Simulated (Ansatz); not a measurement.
## Twisted graphene double bilayer, 38.21° (56 atoms): a reference run and its variants

The cell holds 56 atoms: 56 C. Cell: a = 6.508 Å, b = 6.509 Å, c = 24.180 Å, α = 90.0°, β = 90.0°, γ = 120.0°. It derives from C (graphene). Graphene (a = 2.46 Å) under graphene (a = 2.46 Å), double bilayer, commensurate cell of 7 unit cells a layer, twist 38.21 deg; facing planes 3.33, 3.52, 3.33 Å apart as built; 14 Å of vacuum; minimised with a classical potential. Regions: layer 1, 14 atoms (14 C); layer 2, 14 atoms (14 C); layer 3, 14 atoms (14 C); layer 4, 14 atoms (14 C). Vacuum lies along c.

Geometry: as built.

Reference run: Kohn-Sham DFT, PBE+D4, PAW (set soft_2), plane waves (Ansatz 0.2.0), cutoff 420 eV, k-mesh 3×3×1, fermi-dirac smearing of 0.025 eV.

- r.m.s. force component: 0.02582 eV/Å
- SCF cycles: 10
- time: 36 s on 4 threads of Arm Neoverse V2, shared host

**Question.** The same geometry is run again with each of these changes. How far do the results move, and how long does each run take?
- support functions medium
- support functions low
- support functions high
- support functions medium, radius 3.29 Å
- support functions medium, radius 3.57 Å
- support functions medium, radius 3.8 Å
- support functions medium, radius 4.08 Å
- support functions medium, radius 4.59 Å
- support functions medium, radius 5.09 Å

Each row is set against the plane-wave reference (Kohn-Sham DFT, PBE+D4, PAW (set soft_2), plane waves; r.m.s. force component 0.0258 eV/Å). Energies are set beside the reference only for runs with its functional, potentials and electron count. Times are for 4 threads of Arm Neoverse V2, shared host. The reference's time includes the DOS, ELF and grids, which some other runs skip.

| run | Δ force, r.m.s. (meV/Å) | Δ energy (meV/atom) | cycles | time | host memory (GiB) |
| --- | --- | --- | --- | --- | --- |
| reference | - | - | 10 | 36 s | 2.9 |
| support functions medium | 0.275 | -3.79 | 14 | 71 s | 1.9 |
| support functions low | 0.363 | -3.79 | 12 | 65 s | 1.8 |
| support functions high | 0.105 | -3.69 | 17 | 5.7 min | 5.0 |
| support functions medium, radius 3.29 Å | 0.307 | -3.79 | 14 | 70 s | 1.8 |
| support functions medium, radius 3.57 Å | 0.264 | -3.79 | 14 | 78 s | 2.0 |
| support functions medium, radius 3.8 Å | 0.26 | -3.80 | 14 | 88 s | 2.2 |
| support functions medium, radius 4.08 Å | 0.271 | -3.80 | 14 | 96 s | 2.4 |
| support functions medium, radius 4.59 Å | 0.267 | -3.80 | 14 | 2.2 min | 2.9 |
| support functions medium, radius 5.09 Å | 0.253 | -3.80 | 14 | 3.1 min | 3.5 |

Among numerical settings the force difference runs from 0.10 meV/Å (support functions high) to 0.36 meV/Å (support functions low). At 56 atoms the fastest of the runs at a preset level, support functions low, takes roughly 1.8 times the time of plane waves (whose run also made extra analyses, so the like-for-like ratio is larger), in 12 SCF cycles against 10. Differences between support functions and plane waves include what basis error the plane-wave run still has. As the radius goes from 3.29 to 5.09 Å, the force difference goes from 0.31 to 0.25 meV/Å (not steadily; the least is 0.25 at 5.09 Å), and the time from 70 s to 3.1 min. The cell is under 6 Å thick along two periodic directions, so every atom has periodic images of itself close by, which move with it and show among its neighbours and in g(r).

[Hosts, paths, dates, database ids (printed as entryN), source tags and the programs' standing remarks are cut or masked in the printed files.]
